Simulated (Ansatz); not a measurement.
# Structural relaxation of (8,8) carbon nanotube bundle (192 atoms)

Wanted: the relaxed structure of (8,8) carbon nanotube bundle (192 atoms) and its electronic structure.

Main program and level: Ansatz 0.2.0; Kohn-Sham DFT, PBE+D3(BJ), PAW (set soft_2), plane waves.

## (1) Starting point

The cell holds 192 atoms: 192 C. Cell: a = 14.150 Å, b = 14.150 Å, c = 14.760 Å, α = 90.0°, β = 90.0°, γ = 120.0°. It derives from C (graphene). Graphene sheet (a = 2.46 Å) rolled into a (8,8) tube of diameter 10.85 Å, 6 periods, hexagonal bundle with 3.3 Å between walls; every coordinate displaced by a Gaussian of 0.05 Å.

Before any run, some limits are plain. Only the Γ point is sampled, in a cell whose shortest periodic width is 12 Å.

## (2) Single point at the start

A single point comes first, to see the forces before anything moves.

input.yaml reads:

```yaml
crystal:
  lattice:
    - [14.15015, 0.0, 0.0]
    - [-7.07508, 12.25439, 0.0]
    - [0.0, 0.0, 14.76]
  atoms:
    - { symbol: C, position: [0.41172, 0.06019, 0.08426] }
    - { symbol: C, position: [0.4243, 0.1074, 0.99338] }
    - { symbol: C, position: [0.4503, 0.21972, 0.99839] }
    - { symbol: C, position: [0.43639, 0.26824, 0.07938] }
    [... 182 atom lines left out ...]
    - { symbol: C, position: [0.00347, 0.62288, 0.00229] }
    - { symbol: C, position: [0.06451, 0.65929, 0.91799] }
    - { symbol: C, position: [0.16574, 0.73183, 0.91592] }
    - { symbol: C, position: [0.2156, 0.77649, 0.83251] }
    - { symbol: C, position: [0.32169, 0.88542, 0.99937] }
    - { symbol: C, position: [0.35512, 0.94186, 0.91864] }
kpoints:
  mp_grid: { grid: [1, 1, 1] }
hamiltonian:
  xc: pbe
  dispersion: d3bj
scf:
  occupations: { method: fermi_dirac, width: 0.025 }
output:
  forces: true
  stress: true
  populations: true
  dos:
    method: { smearing: { sigma: 0.08 } }
    de: 0.1
    projected: { site_lists: { C: [C] } }
  eigenvalues: true
```

The run is started by

```console
ansatz run input.yaml --threads 4 --pin off --max-ram 8192MiB --backend cpu --events-out ev --progress --plain --runs-dir out
```

Wall time 70 s (4 threads of Arm Neoverse V2, shared host); peak memory 3.7 GiB; 4.5 min of CPU time.

Numbers from this run:

| Quantity | Value |
| --- | --- |
| free energy | -48152.0647 eV |
| free energy per atom | -250.7920 eV/atom |
| SCF cycles | 11 |
| pressure | 6.254 GPa |
| r.m.s. force component | 3.359 eV/Å |
| longest force | 19.91 eV/Å |
| Fermi energy | 3.227 eV |
| spilling of the projection | 0.01026 |

The r.m.s. force component of 3.4 eV/Å and the pressure of 6.3 GPa set the starting point.

Length of the force by element:

| element | coordination | atoms | mean length of the force (eV/Å) | spread | least | most |
| --- | --- | --- | --- | --- | --- | --- |
| C | all | 192 | 4.95 | 3.06 | 0.814 | 19.9 |

## (3) Relaxation

The atoms are relaxed in the fixed cell, aiming at the force tolerance of the input.

input.yaml, the sections that differ from step 2:

```yaml
output:
  forces: true
relax:
  f_tol: 0.05
  max_steps: 80
# crystal, kpoints, hamiltonian, scf: as in step 2
```

Wall time 2.2 min (4 threads); peak memory 3.6 GiB; 8.8 min of CPU time.

Relaxation path:

| step | energy less that of the first step (eV) | largest force component (eV/Å) |
| --- | --- | --- |
| 1 | 0.0000 | 14.3309 |
| 2 | -29.2791 | 4.6815 |
| 3 | -36.4270 | 0.2420 |
| 4 | -36.4750 | 0.0287 |
| 5 | -36.4750 | 0.0287 |

The atoms that moved most (Å):

| atom | dx | dy | dz | length |
| --- | --- | --- | --- | --- |
| C120 | 0.091 | -0.176 | -0.025 | 0.200 |
| C184 | -0.062 | -0.050 | 0.160 | 0.178 |
| C50 | -0.095 | -0.137 | -0.044 | 0.173 |
| C45 | -0.155 | -0.064 | 0.006 | 0.167 |
| C23 | -0.033 | -0.129 | -0.090 | 0.161 |
| C174 | -0.039 | 0.112 | -0.108 | 0.160 |
| C164 | 0.046 | -0.144 | -0.032 | 0.154 |
| C2 | 0.031 | 0.110 | 0.104 | 0.154 |

The relaxation changed the energy by -190 meV/atom, and atoms moved by 0.095 Å r.m.s., 0.2 Å at most.

## (4) Distances and neighbours after relaxation

Bonds before and after, by the cutoffs listed below:

| pair | bonds before | bonds after | mean before (Å) | mean after (Å) | spread before (Å) | spread after (Å) |
| --- | --- | --- | --- | --- | --- | --- |
| C-C | 288 | 288 | 1.421 | 1.423 | 0.073 | 0.002 |

Density 1.50 g/cm³, 13.33 Å³ an atom.

Pair distribution function in bins of 0.1 Å:

| r (Å) | total |
| --- | --- |
| 1.35 | 0.00 |
| 1.45 | 15.70 |
| 1.55 | 0.00 |
| 1.65 | 0.00 |
| 1.75 | 0.00 |
| 1.85 | 0.00 |
| 1.95 | 0.00 |
| 2.05 | 0.00 |
| 2.15 | 0.00 |
| 2.25 | 0.00 |
| 2.35 | 0.00 |
| 2.45 | 10.40 |
| 2.55 | 0.00 |
| 2.65 | 0.00 |
| 2.75 | 0.00 |
| 2.85 | 3.99 |
| 2.95 | 0.00 |
| 3.05 | 0.00 |
| 3.15 | 0.00 |
| 3.25 | 0.12 |
| 3.35 | 0.12 |
| 3.45 | 0.00 |
| 3.55 | 0.41 |
| 3.65 | 0.30 |
| 3.75 | 5.48 |
| 3.85 | 0.00 |
| 3.95 | 0.17 |
| 4.05 | 0.64 |
| 4.15 | 1.37 |
| 4.25 | 2.61 |
| 4.35 | 1.25 |
| 4.45 | 0.27 |
| 4.55 | 0.38 |
| 4.65 | 0.68 |
| 4.75 | 0.24 |
| 4.85 | 1.93 |
| 4.95 | 2.21 |
| 5.05 | 1.30 |
| 5.15 | 1.51 |
| 5.25 | 0.75 |
| 5.35 | 0.38 |
| 5.45 | 1.11 |
| 5.55 | 0.53 |
| 5.65 | 1.64 |

Bonds by pair of elements; cutoffs follow the first minimum of g(r), held within bounds set by covalent radii, and pairs that aren't listed don't count as bonded:

| pair A-B | cutoff (Å) | bonds | mean length (Å) | spread (Å) | shortest (Å) | B about A | A about B |
| --- | --- | --- | --- | --- | --- | --- | --- |
| C-C | 1.82 | 288 | 1.42 | 0.002 | 1.42 | 3 | 3 |

How many atoms have how many bonded neighbours:

| element | mean | 3 |
| --- | --- | --- |
| C | 3 | 192 |

Bond angles (no mean is given where the spread exceeds 20°):

| angle | count | mean (°) | spread (°) |
| --- | --- | --- | --- |
| C-C-C | 576 | 120 | 0.1 |

Rings of the network by King's shortest-path rule, up to 12 atoms, one path for each pair of neighbours; H, halogens, alkali and alkaline-earth atoms are left out, and the last column divides by all other atoms, bonded or not:

| ring size (atoms) | rings | per network atom |
| --- | --- | --- |
| 6 | 96 | 0.5 |

The first peak of g(r) lies near 1.43 Å. Counting bonds as in the table, all C atoms have 3 bonded neighbours. The C-C-C angle averages 120° with a spread of 0.1°. All rings counted have 6 atoms.

## (5) Single point at the relaxed geometry

One more single point at the end of the walk gives the fuller output and checks the residual forces.

input.yaml reads:

```yaml
crystal:
  lattice:
    - [14.15015, 0.0, 0.0]
    - [-7.07508, 12.25439, 0.0]
    - [0.0, 0.0, 14.76]
  atoms:
    - { symbol: C, position: [0.4117, 0.05881, 0.08374] }
    - { symbol: C, position: [0.43094, 0.11636, 0.0004] }
    - { symbol: C, position: [0.44631, 0.22353, 0.00037] }
    - { symbol: C, position: [0.44211, 0.27211, 0.08369] }
    [... 182 atom lines left out ...]
    - { symbol: C, position: [0.00026, 0.6155, 0.00041] }
    - { symbol: C, position: [0.05872, 0.64822, 0.91708] }
    - { symbol: C, position: [0.17081, 0.7297, 0.91707] }
    - { symbol: C, position: [0.22355, 0.7783, 0.83375] }
    - { symbol: C, position: [0.31537, 0.88548, 0.0004] }
    - { symbol: C, position: [0.3538, 0.94303, 0.91706] }
kpoints:
  mp_grid: { grid: [1, 1, 1] }
hamiltonian:
  xc: pbe
  dispersion: d3bj
scf:
  occupations: { method: fermi_dirac, width: 0.025 }
output:
  forces: true
  stress: true
  populations: true
  dos:
    method: { smearing: { sigma: 0.1 } }
    de: 0.1
    projected: { site_lists: { C: [C] } }
  eigenvalues: true
  write_density: true
  write_potential: true
  volumetric_format: npy
```

Run time: 74 s. Hardware: 4 threads; peak memory 3.7 GiB; 4.8 min of CPU time.

The program notes that the exchange-correlation potential is rough where the density is thin.

The run gave:

| Item | Value |
| --- | --- |
| free energy | -48188.5396 eV |
| free energy per atom | -250.9820 eV/atom |
| SCF cycles | 10 |
| pressure | 0.6923 GPa |
| r.m.s. force component | 0.00805 eV/Å |
| longest force | 0.03127 eV/Å |
| Fermi energy | 3.225 eV |
| spilling of the projection | 0.009927 |

The mean of these charges, 0.040 e, is only the charge that the projection spills.

Löwdin charges by element (they lack the spilled electrons, 0.040 e an atom on average):

| element | coordination | atoms | mean charge (e) | spread | least | most |
| --- | --- | --- | --- | --- | --- | --- |
| C | all | 192 | 0.0397 | 0.0016 | 0.0369 | 0.0421 |

Density of states as counts of states in windows of 1 eV (from the Fermi level), total and the larger projections:

| from (eV) | to (eV) | total | C p | C s |
| --- | --- | --- | --- | --- |
| -14 | -13 | 17.9 | 10.2 | 7.6 |
| -13 | -12 | 35.9 | 23.0 | 12.5 |
| -12 | -11 | 35.2 | 23.7 | 11.1 |
| -11 | -10 | 34.1 | 26.0 | 7.8 |
| -10 | -9 | 30.2 | 23.2 | 6.7 |
| -9 | -8 | 41.7 | 36.5 | 4.8 |
| -8 | -7 | 65.4 | 59.0 | 5.5 |
| -7 | -6 | 79.6 | 76.0 | 2.8 |
| -6 | -5 | 76.9 | 73.7 | 2.6 |
| -5 | -4 | 59.6 | 58.3 | 1.1 |
| -4 | -3 | 35.5 | 35.3 | 0.1 |
| -3 | -2 | 59.0 | 58.7 | 0.2 |
| -2 | -1 | 9.0 | 9.0 | 0.0 |
| -1 | 0 | 11.8 | 11.7 | 0.0 |
| 0 | 1 | 7.4 | 7.4 | 0.0 |
| 1 | 2 | 38.3 | 36.6 | 0.3 |
| 2 | 3 | 32.0 | 30.1 | 0.2 |
| 3 | 4 | 26.2 | 19.9 | 0.3 |
| 4 | 5 | 43.6 | 19.7 | 1.0 |

Between -20 and -14 eV lie 176 more states.

The levels nearest the highest filled one (over half full), pooled over k-points and spins:

| level less the highest filled one (eV) | occupation |
| --- | --- |
| -0.698 | 2 |
| -0.697 | 2 |
| -0.689 | 2 |
| -0.689 | 2 |
| -3.0e-4 | 2.00 |
| 0 | 2.00 |
| 0.325 | 0.003 |
| 0.325 | 0.003 |
| 1.10 | 0 |
| 1.10 | 0 |
| 1.41 | 0 |
| 1.41 | 0 |

Löwdin charges run from +0.04 to +0.04 e, about a mean that is the spilled charge alone. Within 0.4 eV of the Fermi level the largest share is C p (100 % of the projected weight).

## (6) Results

* energy change in the relaxation: -190 meV/atom
* r.m.s. displacement: 0.095 Å
* largest displacement: 0.2 Å
* free energy per atom: -250.9820 eV/atom
* density: 1.496 g/cm³
* pressure: 0.6923 GPa
* r.m.s. force component: 0.00805 eV/Å
* wall time of the 3 DFT runs: 4.6 min

**Reading.** Relaxation lowers the energy by 190 meV/atom and moves atoms by 0.095 Å r.m.s.; the r.m.s. force component goes from 3.4 to 0.0080 eV/Å, the pressure goes from 6.3 to 0.69 GPa. By the final cutoffs no bond was broken or made. The r.m.s. move is of the size of the random displacements put into the start (0.087 Å r.m.s. in three dimensions). First to last step the energy falls by 36.475 eV; the largest move, 0.20 Å, is that of C120. The C-C bonds go from 1.421 Å (spread 0.073) to 1.423 Å (spread 0.002). Counting bonds as in the table, all C atoms have 3 bonded neighbours. No gap is quoted: a carbon tube of such indices can be metallic, and the k-points needn't hold the crossing of its bands.

[Logs are printed without paths, hosts, clocks, repeated set-up lines and the standing remarks that a program may print on its own settings, such as how far it seeks lower states.]

[Hosts, paths, dates, database ids (printed as entryN), source tags and the programs' standing remarks are cut or masked in the printed files.]
